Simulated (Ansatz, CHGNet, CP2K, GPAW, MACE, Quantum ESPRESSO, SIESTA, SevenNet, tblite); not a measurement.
# H11C3IN2 (P2_1/c) (68 atoms): one structure in several programs

Wanted: errors and costs of other methods on H11C3IN2 (P2_1/c) (68 atoms). A plane-wave run serves as the reference.

Calculated with Quantum ESPRESSO 7.5; Kohn-Sham DFT, PBE, SSSP efficiency 1.3.0 pseudopotentials, plane waves.

### Step 1. The starting structure

The cell holds 68 atoms: 44 H, 12 C, 4 I and 8 N. Cell: a = 5.015 Å, b = 10.147 Å, c = 14.500 Å, α = 90.0°, β = 103.6°, γ = 90.0°. It derives from H11C3IN2 (P2_1/c), repeated 1×1×1. H11C3IN2, space group P2_1/c, structure from the Crystallography Open Database, 1 x 1 x 1 conventional cells; positions as listed; bonds to H set to neutron lengths (C-H 1.089, N-H 1.015, O-H 0.983, B-H 1.19 Å) where the listed ones are shorter. Then every atom was moved at random, 0.03 Å r.m.s. a Cartesian component (hydrogen 0.6 of that).

### Step 2. Plane-wave reference

File pw.in:

```
&control
  calculation = 'scf'
  pseudo_dir = './pseudo'
  outdir = './tmp'
  disk_io = 'none'
  tprnfor = .true.
  tstress = .true.
/
&system
  ibrav = 0
  nat = 68
  ntyp = 4
  ecutwfc = 60
  ecutrho = 480
  nosym = .true.
  occupations = 'smearing'
  smearing = 'fd'
  degauss = 0.003675
/
&electrons
  conv_thr = 3.4e-07
  electron_maxstep = 100
  mixing_beta = 0.4
  mixing_mode = 'plain'
  diagonalization = 'david'
/
ATOMIC_SPECIES
H 1.008 H.upf
C 12.011 C.upf
I 126.904 I.upf
N 14.007 N.upf
CELL_PARAMETERS angstrom
5.01520 0.00000 0.00000
0.00000 10.14700 0.00000
-3.40914 0.00000 14.09395
ATOMIC_POSITIONS crystal
H 0.02333 0.93564 0.29321
H 0.96882 0.43182 0.20868
H 0.96547 0.06900 0.70464
H 0.03431 0.56695 0.79378
H 0.88328 0.00106 0.37494
H 0.11141 0.49905 0.12382
H 0.11216 0.99842 0.62488
H 0.88073 0.50358 0.87904
H 0.18952 0.91997 0.40688
H 0.81332 0.42204 0.09306
H 0.81664 0.07959 0.59337
H 0.18836 0.58232 0.90937
[... 52 atom lines left out ...]
N 0.97079 0.43282 0.33325
N 0.02122 0.93560 0.16439
N 0.02237 0.55785 0.66781
N 0.97488 0.06081 0.83344
K_POINTS gamma
```

Command:

```
$ OMP_NUM_THREADS=1 mpirun -np 2 pw.x -in pw.in > output.txt
```

The log of the run:

```text
Program PWSCF
     gamma-point specific algorithms are used
     Parallelization info
     sticks:   dense  smooth     PW     G-vecs:    dense   smooth      PW
     Min        3470    1738    434               429734   151997   19006
     Max        3473    1739    435               429737   151998   19007
     Sum        6943    3477    869               859471   303995   38013
     bravais-lattice index     =            0
     lattice parameter (alat)  =       9.4774  a.u.
     unit-cell volume          =    4840.1101 (a.u.)^3
     number of atoms/cell      =           68
     number of atomic types    =            4
     number of electrons       =       160.00
     number of Kohn-Sham states=           96
     kinetic-energy cutoff     =      60.0000  Ry
[... lines left out ...]
     scf convergence threshold =      3.4E-07
[... lines left out ...]
     number of k points=     1  Fermi-Dirac smearing, width (Ry)=  0.0037
[... lines left out ...]
     total energy              =   -1950.29972902 Ry
[... lines left out ...]
     total energy              =   -1950.79765385 Ry
[... lines left out ...]
     total energy              =   -1950.85878802 Ry
[... lines left out ...]
     total energy              =   -1950.87527222 Ry
[... lines left out ...]
     total energy              =   -1950.87527824 Ry
[... lines left out ...]
   -18.9737 -18.8688 -18.7546 -18.6448 -16.7620 -16.7001 -16.6592 -16.4906
   -13.9137 -13.8326 -13.8255 -13.7720 -11.0519 -11.0316 -10.9997 -10.8694
    -9.7700  -9.7276  -9.7182  -9.6504  -9.5217  -9.4915  -9.3363  -9.3270
[...]
4.9664   5.2843   5.5655   5.6466   5.6966   5.7882   5.9525   6.0423
     6.3101   6.4470   6.6488   6.6855   6.7698   6.9232   6.9606   7.2353
     the Fermi energy is     2.6336 ev
!    total energy              =   -1950.87527913 Ry
     estimated scf accuracy    <       0.00000021 Ry
     smearing contrib. (-TS)   =       0.00000000 Ry
     internal energy E=F+TS    =   -1950.87527913 Ry
     The total energy is F=E-TS. E is the sum of the following terms:
     one-electron contribution =    -320.04469324 Ry
     hartree contribution      =     213.09737615 Ry
     xc contribution           =    -298.61257255 Ry
     ewald contribution        =    -189.23650160 Ry
     one-center paw contrib.   =   -1356.07888789 Ry
     convergence has been achieved in  10 iterations
     Forces acting on atoms (cartesian axes, Ry/au):
     atom    1 type  1   force =     0.02206245    0.01167838   -0.06998555
     atom    2 type  1   force =    -0.02601043    0.02242129    0.08465172
     atom    3 type  1   force =    -0.04236014   -0.01908206    0.14544959
[...]
atom   67 type  4   force =     0.08061282    0.01919065    0.03198393
     atom   68 type  4   force =    -0.12154540   -0.00879247   -0.06601574
     Total force =     0.766903     Total SCF correction =     0.000604
     Computing stress (Cartesian axis) and pressure
          total   stress  (Ry/bohr**3)                   (kbar)     P=       36.88
   0.00038501  -0.00001113   0.00002244           56.64       -1.64        3.30
  -0.00001113   0.00009977  -0.00000095           -1.64       14.68       -0.14
   0.00002244  -0.00000095   0.00026726            3.30       -0.14       39.31
     Message from routine punch:
     Nothing written, as per user request (disk_io='none')
```

The job ended after 43 s (2 MPI ranks of Arm Neoverse V2, shared host; peak memory 1.3 GiB).

Banners, paths, timers and routine set-up lines are dropped from the logs unmarked, and long logs keep their key lines alone; longer cuts are marked.

Numbers from this run:

```
r.m.s. force component                           : 1.381 eV/Å
longest force                                    : 6.682 eV/Å
pressure                                         : 3.688 GPa
gap (highest filled to lowest empty level) : 4.363 eV
```

### Step 3. Structure statistics

g(r), total and by pair (bins of 0.2 Å):

```csv
r (Å),total,H-H,H-C,H-N,H-I,C-C,C-N
0.90,1.31,0.00,0.57,7.75,0.00,0.00,0.00
1.10,3.60,0.00,10.25,8.30,0.00,0.00,0.00
1.30,0.00,0.00,0.00,0.00,0.00,0.00,0.00
1.50,0.88,0.00,0.00,0.00,0.00,13.95,10.67
1.70,1.10,2.62,0.00,0.00,0.00,0.00,0.00
1.90,0.28,0.18,0.28,0.95,0.00,0.00,0.00
2.10,1.78,0.00,5.88,2.90,0.00,0.00,0.00
2.30,0.63,1.39,0.22,0.00,0.00,0.00,0.00
2.50,1.30,2.30,0.24,0.00,0.49,2.57,3.86
2.70,0.94,0.33,1.97,1.64,1.32,0.00,0.00
2.90,0.74,1.34,0.14,0.20,0.77,0.00,0.00
3.10,0.79,1.34,0.16,0.35,1.79,0.00,0.00
3.30,1.11,1.37,0.65,1.57,1.93,0.00,0.00
3.50,0.68,0.60,0.76,0.72,1.08,0.00,0.95
3.70,1.04,1.09,0.64,0.66,1.44,0.00,2.12
3.90,0.62,0.45,0.57,0.70,0.75,0.00,1.78
4.10,1.01,0.26,1.57,1.45,2.30,0.47,0.18
4.30,0.95,0.66,1.30,0.83,1.31,1.05,0.96
4.50,0.88,0.84,0.99,0.84,1.12,0.60,0.91
4.70,1.00,1.50,0.49,0.80,0.29,1.07,2.00
4.90,0.98,0.99,0.79,0.87,0.81,1.00,0.75
5.10,1.48,1.44,1.08,1.38,1.96,2.95,0.57
5.30,0.91,0.99,0.75,1.04,1.39,0.71,0.22
5.50,0.90,0.80,1.18,1.12,0.27,0.90,1.25
5.70,1.10,1.07,0.92,0.98,1.00,0.62,1.84
5.90,1.15,1.35,1.12,0.82,0.93,1.92,1.19
6.10,0.91,0.78,0.89,1.37,1.39,0.55,0.72
6.30,0.86,0.97,0.91,0.98,0.70,0.40,0.30
```

Bonds by pair of elements; cutoffs follow the first minimum of g(r), held within bounds set by covalent radii, and pairs that aren't listed don't count as bonded (cutoffs were set anew for this text, so counts can differ from the run's own analysis):

```csv
pair A-B,cutoff (Å),bonds,mean length (Å),spread (Å),shortest (Å),B about A,A about B
H-C,1.34,24,1.09,0.041,0.991,0.545,2
H-N,1.27,20,1.01,0.035,0.941,0.455,2.5
C-C,1.85,8,1.51,0.027,1.46,1.33,1.33
C-N,1.79,8,1.50,0.031,1.48,0.667,1
```

How many atoms have how many bonded neighbours:

```csv
element,mean,0,1,3,4
C,4,0,0,0,12
H,1,0,44,0,0
I,0,4,0,0,0
N,3.5,0,0,4,4
```

### Step 4. The other programs

The programs:
- CHGNet: machine-learned potential, published weights.
- CP2K 2026.2: Gaussian basis with GTH pseudopotentials and a plane-wave density; labels give functional, basis (MOLOPT sets; SR short-range, UZH the newer set with its own potentials), grid cutoff/relative cutoff and solver (OT: orbital transformation; TRS4, TC2, SIGN: linear-scaling purification with its sparsity filter), or its built-in tight binding.
- GPAW 26.7.0: PAW with atomic orbitals (LCAO), plane waves or a real-space grid of spacing h.
- MACE: machine-learned potential, published weights.
- Quantum ESPRESSO 7.5: plane waves; labels (QE) give functional, pseudopotential set and cutoffs of waves/density.
- SIESTA 5.4.2: numerical atomic orbitals, whose automatically made sets are far from complete, with PseudoDojo norm-conserving potentials that we converted to its format (checked against plane waves on the same files for H, C, O, Si, Ge and Ca alone); labels give functional, basis size, energy shift and mesh cutoff.
- SevenNet: machine-learned potential, published weights.

All use the same cell and atoms; the electronic-structure runs use the same k-mesh, and an electronic temperature of 580 K (0.05 eV) where levels are smeared.

Differences are against the plane-wave reference, forces as r.m.s. over components; share is that over the reference's r.m.s. force, slope the least-squares factor from reference forces to these. Total energies of different programs have different zeros and aren't compared.

```csv
run,"Δ force, r.m.s. (meV/Å)",share (%),slope,Δ pressure (GPa),Δ gap (eV),cores,CPU time,memory (GiB)
reference,-,-,-,-,-,2,87 s,1.3
CHGNet r2SCAN potential,260,18.8,0.875,-1.55,-,1,3.6 s,1.4
"CP2K PBE, DZVP-UZH, 300/50 Ry, diagonalisation (coarse)",98.5,7.13,1.041,0.359,0.222,2,3.8 min,0.83
"CP2K PBE, DZVP-UZH, 600/50 Ry, diagonalisation",95.2,6.90,1.042,0.356,0.222,4,3.6 min,2.5
"CP2K PBE, SZV-MOLOPT-SR, 600/50 Ry, TRS4 filter 1e-03, SCF 1e-04 (coarse)",918,66.5,1.339,4.23,-,1,31 s,0.93
"CP2K PBE, SZV-MOLOPT-SR, 600/50 Ry, TRS4 filter 1e-05, SCF 1e-06 (coarse)",935,67.8,1.375,3.87,-,1,47 s,0.93
"CP2K PBE, SZV-MOLOPT-SR, 600/50 Ry, TRS4 filter 1e-07, SCF 1e-07 (coarse)",936,67.8,1.375,3.86,-,1,53 s,0.93
"CP2K PBE, SZV-MOLOPT-SR, 600/50 Ry, diagonalisation (coarse)",936,67.8,1.375,3.86,1.17,1,2.8 min,1.7
"CP2K PBE, TZVP-UZH, 600/50 Ry, diagonalisation",57.1,4.13,1.021,0.565,0.174,4,3.6 min,2.5
"GPAW PBE, LCAO dzp, h 0.18 Å",347,25.1,1.152,-,0.277,1,36 s,0.73
"GPAW PBE, LCAO dzp, h 0.18 Å, other mixer settings",347,25.1,1.152,-,0.277,2,62 s,0.85
"GPAW PBE, LCAO sz(dzp), h 0.18 Å (coarse)",2137,155,1.815,-,-0.368,1,16 s,0.58
"GPAW PBE, LCAO szp(dzp), h 0.18 Å (coarse)",1506,109,1.516,-,-0.394,1,29 s,0.71
MACE MP-0b2 small potential,139,10.0,0.972,-0.295,-,1,5.6 s,0.67
"QE PBE+D3(BJ), sssp-1.3.0-efficiency, 60/480 Ry",3.83,0.278,1.000,-1.06,0,2,86 s,1.3
"SIESTA PBE, DZ, shift 0.01 Ry, mesh 500 Ry (coarse)",378,27.4,1.174,1.85,0.568,1,44 s,0.59
"SIESTA PBE, DZP, shift 0.01 Ry, mesh 500 Ry",372,26.9,1.162,1.91,0.235,2,1.8 min,1.2
"SIESTA PBE, SZ, shift 0.01 Ry, mesh 500 Ry (coarse)",2251,163,1.863,14.4,-0.343,1,35 s,0.53
"SIESTA PBE, SZP, shift 0.01 Ry, mesh 500 Ry (coarse)",1207,87.4,1.461,5.55,0.285,1,83 s,0.87
"SIESTA PBEsol, DZP, shift 0.01 Ry, mesh 500 Ry",500,36.2,1.207,1.33,0.196,2,1.8 min,1.2
SevenNet l3i5 potential,124,8.97,0.966,-0.511,-,1,8.8 s,1.4
```

Rows marked coarse were listed beforehand as settings not expected to be converged; some can still land near the reference.

Times of the machine-learned potentials are mostly Python's start and the loading of weights.

CPU time is summed over cores on a shared host, where runs went side by side, so it is rough. Symmetry, cutoffs, thresholds, outputs and thread counts weren't matched or tuned between programs; memory under MPI is the largest rank's times the ranks.

Left out of the table, since they converged to an unphysical state: tblite GFN1-xTB (forces off by up to 839 eV/Å).

Left out of this page: tblite IPEA1-xTB (killed or ended with an error); QE PBE, sssp-1.3.0-efficiency, 60/480 Ry (killed or ended with an error).

Runs without a result: CP2K GFN1-xTB, diagonalisation (not converged, the SCF not settling).

Mean charges by element (e), by run and scheme:

```csv
run,scheme,H,C,I,N
"CP2K PBE, DZVP-UZH, 600/50 Ry, diagonalisation",Mulliken,+0.13,-0.15,-0.50,-0.25
"CP2K PBE, TZVP-UZH, 600/50 Ry, diagonalisation",Mulliken,+0.14,-0.03,-0.71,-0.36
"SIESTA PBE, DZP, shift 0.01 Ry, mesh 500 Ry",Hirshfeld,+0.04,0.00,-0.31,-0.05
"SIESTA PBEsol, DZP, shift 0.01 Ry, mesh 500 Ry",Hirshfeld,+0.04,-0.01,-0.30,-0.06
```

Within one program, basis, potentials and functional, energies share a zero. Each run against its twin at the usual cutoff or grid and solver:

```csv
run,twin,Δ energy (meV/atom),"Δ force, r.m.s. (meV/Å)",CPU time over the twin's
"CP2K PBE, DZVP-UZH, 300/50 Ry, diagonalisation","DZVP-UZH, 600/50 Ry, diagonalisation",-0.0092,21.7,1.1 (this twin ran on 4 cores)
"CP2K PBE, SZV-MOLOPT-SR, 600/50 Ry, TRS4 filter 1e-03, SCF 1e-04","SZV-MOLOPT-SR, 600/50 Ry, diagonalisation",20.8,158,0.18
"CP2K PBE, SZV-MOLOPT-SR, 600/50 Ry, TRS4 filter 1e-05, SCF 1e-06","SZV-MOLOPT-SR, 600/50 Ry, diagonalisation",-0.0152,2.00,0.28
"CP2K PBE, SZV-MOLOPT-SR, 600/50 Ry, TRS4 filter 1e-07, SCF 1e-07","SZV-MOLOPT-SR, 600/50 Ry, diagonalisation",-0.0067,0.972,0.31
"GPAW PBE, LCAO dzp, h 0.18 Å, other mixer settings","LCAO dzp, h 0.18 Å",0,1.87,1.7 (this twin ran on 1 cores)
```

A second geometry, displaced anew (every atom was moved at random, 0.04 Å r.m.s. a Cartesian component (hydrogen 0.6 of that)), gives an energy difference that all programs can be tested on. The reference puts it at 14.23 meV/atom.

```csv
run,energy less the first geometry's (meV/atom),error (meV/atom),force share at the second geometry (%)
MACE MP-0b2 small potential,15.77,1.53,9.23
CHGNet r2SCAN potential,13.50,-0.734,17.2
SevenNet l3i5 potential,15.13,0.900,8.34
"SIESTA PBE, DZP, shift 0.01 Ry, mesh 500 Ry",14.90,0.668,23.8
"GPAW PBE, LCAO dzp, h 0.18 Å",14.07,-0.159,22.1
"CP2K PBE, DZVP-UZH, 600/50 Ry, diagonalisation",14.27,0.0358,5.86
"CP2K PBE, SZV-MOLOPT-SR, 600/50 Ry, TRS4 filter 1e-05, SCF 1e-06",22.89,8.66,64.3
"CP2K PBE, SZV-MOLOPT-SR, 600/50 Ry, TRS4 filter 1e-03, SCF 1e-04",32.16,17.9,62.7
"CP2K PBE, SZV-MOLOPT-SR, 600/50 Ry, diagonalisation",22.89,8.66,64.3
"SIESTA PBE, SZ, shift 0.01 Ry, mesh 500 Ry",17.89,3.66,144
"CP2K PBE, TZVP-UZH, 600/50 Ry, diagonalisation",14.37,0.137,3.67
"SIESTA PBE, SZP, shift 0.01 Ry, mesh 500 Ry",13.30,-0.937,76.1
"CP2K PBE, SZV-MOLOPT-SR, 600/50 Ry, TRS4 filter 1e-07, SCF 1e-07",22.89,8.66,64.3
"GPAW PBE, LCAO dzp, h 0.18 Å, other mixer settings",14.07,-0.159,22.1
"SIESTA PBE, DZ, shift 0.01 Ry, mesh 500 Ry",15.38,1.14,24.3
"GPAW PBE, LCAO szp(dzp), h 0.18 Å",14.29,0.0602,95.9
"QE PBE+D3(BJ), sssp-1.3.0-efficiency, 60/480 Ry",14.21,-0.0242,0.252
"CP2K PBE, DZVP-UZH, 300/50 Ry, diagonalisation",14.24,0.0038,5.92
"SIESTA PBEsol, DZP, shift 0.01 Ry, mesh 500 Ry",14.69,0.462,31.8
"GPAW PBE, LCAO sz(dzp), h 0.18 Å",16.69,2.46,137
```

### Step 5. Summary of results

```json
{
  "reference r.m.s. force component": "1.38 eV/Å",
  "nearest in forces": "QE PBE+D3(BJ), sssp-1.3.0-efficiency, 60/480 Ry, 0.28 %",
  "farthest in forces": "SIESTA PBE, SZ, shift 0.01 Ry, mesh 500 Ry (coarse), 163 %",
  "cheapest electronic-structure run beside the reference": "GPAW PBE, LCAO sz(dzp), h 0.18 Å, 16 s of CPU time"
}
```

In words: The PBE runs in local orbitals, coarse settings apart, differ by 4.1 % (CP2K PBE, TZVP-UZH, 600/50 Ry, diagonalisation) to 27 % (SIESTA PBE, DZP, shift 0.01 Ry, mesh 500 Ry); basis, grid and potentials can all enter. Machine-learned potentials differ by 9.0 % (SevenNet l3i5 potential) to 19 % (CHGNet r2SCAN potential); they were trained on other programs' data, some at another functional. In the reference's own program, potentials and cutoffs, a change of model alone moves forces by 0.28 % (QE PBE+D3(BJ), sssp-1.3.0-efficiency, 60/480 Ry). Other rows with another functional or a dispersion term differ by 36 % (SIESTA PBEsol, DZP, shift 0.01 Ry, mesh 500 Ry), which mixes the change of model with differences of basis and potentials. Runs with settings chosen to be coarse differ by 7.1 % (CP2K PBE, DZVP-UZH, 300/50 Ry, diagonalisation) to 163 % (SIESTA PBE, SZ, shift 0.01 Ry, mesh 500 Ry), their programs' other errors included. Of the electronic-structure runs that take under half the reference's CPU time, GPAW PBE, LCAO dzp, h 0.18 Å comes nearest, at 25 % in 36 s against 87 s. SIESTA PBE, DZ, shift 0.01 Ry, mesh 500 Ry stiffens the forces by a factor of 1.17 while following their directions (correlation 0.984). At the same functional, gaps differ from the reference's 4.36 eV by between -0.39 and +1.17 eV. A likely cause of the wide gaps: compact atomic orbitals describe empty levels worse than filled ones. These are spacings on the run's k-points, which needn't hold the band edges. In pressure, SIESTA PBE, SZ, shift 0.01 Ry, mesh 500 Ry misses by +14.4 GPa, at the same functional. Charges hang on scheme and program or settings: among these rows the mean for I runs from -0.71 to -0.30 e. With TRS4, tightening the sparsity filter from 1e-03 to 1e-07, and the SCF threshold with it, takes the force difference from the cubic solver from 158 to 0.97 meV/Å, and the CPU time from 0.18 to 0.31 times the cubic solver's. The energy difference between the two geometries, 14.2 meV/atom in the reference, is met best by CP2K PBE, DZVP-UZH, 300/50 Ry, diagonalisation (coarse) (+0.0038) and worst by CP2K PBE, SZV-MOLOPT-SR, 600/50 Ry, TRS4 filter 1e-03, SCF 1e-04 (coarse) (+17.9). In the reference: filled and empty levels are parted by 4.36 eV on the run's k-points; the mesh holds the band edges only if they fold onto it, so the gap at this level can be narrower or closed. In the reference: By these cutoffs all C atoms have 4, all H atoms have 1 and 50 % of N atoms have 3 and as many 4 bonded neighbours. With short bonds to hydrogen, sets of potentials differ among themselves by several per cent in forces even at converged cutoffs, so the reference isn't exact here either. The reference's pressure holds the uncorrected Pulay stress of its 60 Ry basis, so small pressure differences, and their order, may be the reference's own error. Machine-learned potentials mimic data converged in k, so the reference's own k-point error enters their differences. The cell is under 6 Å thick along one periodic direction, so every atom has periodic images of itself close by, which move with it and show among its neighbours and in g(r). The reference's stress is far from hydrostatic: its diagonal is 5.7, 1.5, 3.9 GPa, compression counted positive. The reference's PBE has no dispersion term, which matters for the binding between molecules or layers. The published positions, changed by the recipe (random displacements or longer bonds to H), lie far from the minimum at this level of theory. The reference's pressure of 3.7 GPa belongs to a cell and atoms that aren't relaxed at this level. The electronic-structure runs sample only Γ, in a cell whose shortest periodic width is 5 Å. Spin–orbit coupling is left out, which matters for the levels of the heavy elements.

[Also dropped from logs without a mark: logging warnings of Python, and SIESTA's first energy breakdown and zero terms.]

[Logs are printed without paths, hosts, clocks, repeated set-up lines and the standing remarks that a program may print on its own settings, such as how far it seeks lower states.]

[Hosts, paths, dates, database ids (printed as entryN), source tags and the programs' standing remarks are cut or masked in the printed files.]
